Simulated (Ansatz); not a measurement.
G0W0 rungs for InAs (F-43m).

The database entry behind the starting cell differs from later determinations by our own check (about 0.4 % short), so it need not match the best structure at ambient conditions.

```yaml
crystal:
  lattice:
    - [0.00000, 3.01800, 3.01800]
    - [3.01800, 0.00000, 3.01800]
    - [3.01800, 3.01800, 0.00000]
  atoms:
    - { symbol: In, position: [0.00000, 0.00000, 0.00000] }
    - { symbol: As, position: [0.25000, 0.25000, 0.25000] }
```

The cell and positions come from the Crystallography Open Database and are kept as given unless a step says otherwise.

Runs so far (Ansatz 0.2.0, start r2SCAN, PAW set soft_1 files, 4×4×4 mesh). Times are wall times on 1 × NVIDIA H100 80GB HBM3 (shared by 6 runs) with 3 threads of AMD EPYC 7R13 (Zen 3), shared host, good to a factor of about two.

| bands summed | cutoff (eV) | gap on the mesh (eV) | time |
| --- | --- | --- | --- |
| 58 | 50 | 0.521 | 9.3 s |
| 138 | 100 | 0.517 | 8.3 s |
| 243 | 150 | 0.473 | 11 s |
| 421 | 220 | 0.432 | 11 s |

Q: What should the next rung give, with 662 bands and screening to 300 eV, and where is the limit?

The error falls about as one over the bands when the cutoff rises with them. A line through the two highest rungs given predicts 0.412 eV; the run gave 0.424 eV, a miss of 0.012 eV, so the law fails here: the steps don't follow it yet. The two highest rungs put the limit near 0.409 eV, the pair below near 0.376 eV; neither can be trusted until a further rung is run.

Gaps are over the mesh's points; an edge off the mesh would be missed. Limits: not at the basis limit; screening runs away on this mesh; no spin-orbit coupling; coarse k mesh.

[Paths, hosts, dates, memory and timing lines, banners, echoed tables and standing remarks are left out of the program output.]

[Logs are printed without paths, hosts, clocks, repeated set-up lines and the standing remarks that a program may print on its own settings, such as how far it seeks lower states.]

[Runs of the session that timed out or met a known fault of the program may be left out.]

[Cells called generated may have been cut or substituted from an entry of the Crystallography Open Database or the Materials Project.]

[Hosts, paths, dates, database ids (printed as entryN), source tags and the programs' standing remarks are cut or masked in the printed files.]
